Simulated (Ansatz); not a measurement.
# EuZnSi: which shell does photoemission see at 60 and 1486.7 eV? (LDA)

The valence band of EuZnSi mixes several shells. Work out by hand which one leads the spectrum's area at each photon energy.

Filled states come from the projected DOS of Ansatz 0.2.0 (LDA+U, plane waves); cross sections σ and asymmetry parameters β are those of free atoms in a Dirac–Hartree–Slater calculation. A shell's area is states × σ × angular factor, which is 1 − β·P₂(cos θ)/2 for unpolarised light, with θ = 60° from the beam and P₂ = -0.125.

**At 60 eV** (states counted from 20.6 eV below the zero; other shells add 2 to the products' sum of 34.9):

| shell | filled states a cell | cross section (Mb an electron) | β | angular factor | product | share by hand (%) | share in the simulated spectrum (%) |
| --- | --- | --- | --- | --- | --- | --- | --- |
| Eu 5p | 11.74 | 0.222 | 1.35 | 1.08 | 2.83 | 8 | 8 |
| Eu 4f | 13.95 | 0.783 | 0.47 | 1.03 | 11.3 | 32 | 32 |
| Zn 3d | 19.87 | 0.934 | 0.19 | 1.01 | 18.8 | 54 | 54 |

**At 1486.7 eV** (states counted from 20.6 eV below the zero; other shells add 0.0053 to the products' sum of 0.0846):

| shell | filled states a cell | cross section (Mb an electron) | β | angular factor | product | share by hand (%) | share in the simulated spectrum (%) |
| --- | --- | --- | --- | --- | --- | --- | --- |
| Eu 5p | 11.74 | 0.00175 | 1.71 | 1.11 | 0.0227 | 27 | 27 |
| Eu 4f | 13.95 | 0.00225 | 1.05 | 1.07 | 0.0334 | 39 | 39 |
| Zn 3d | 19.87 | 0.0011 | 1.00 | 1.06 | 0.0232 | 27 | 27 |

Zn 3d leads at 60 eV and Eu 4f at 1486.7 eV. Between the two energies σ of Zn 3d changes by a factor 0.0012 and that of Eu 4f by 0.0029, so their ratio moves 2.4-fold in favour of the second. The simulated spectrum uses the same rule on the energy-resolved DOS, so the two share columns agree within a few points.

Only crystals where the two columns agree within 4 points and the lead is clear are worked in this form. Free-atom cross sections ignore the solid's final states, no escape depth or background enters, and the count of states a shell hangs on the projection.
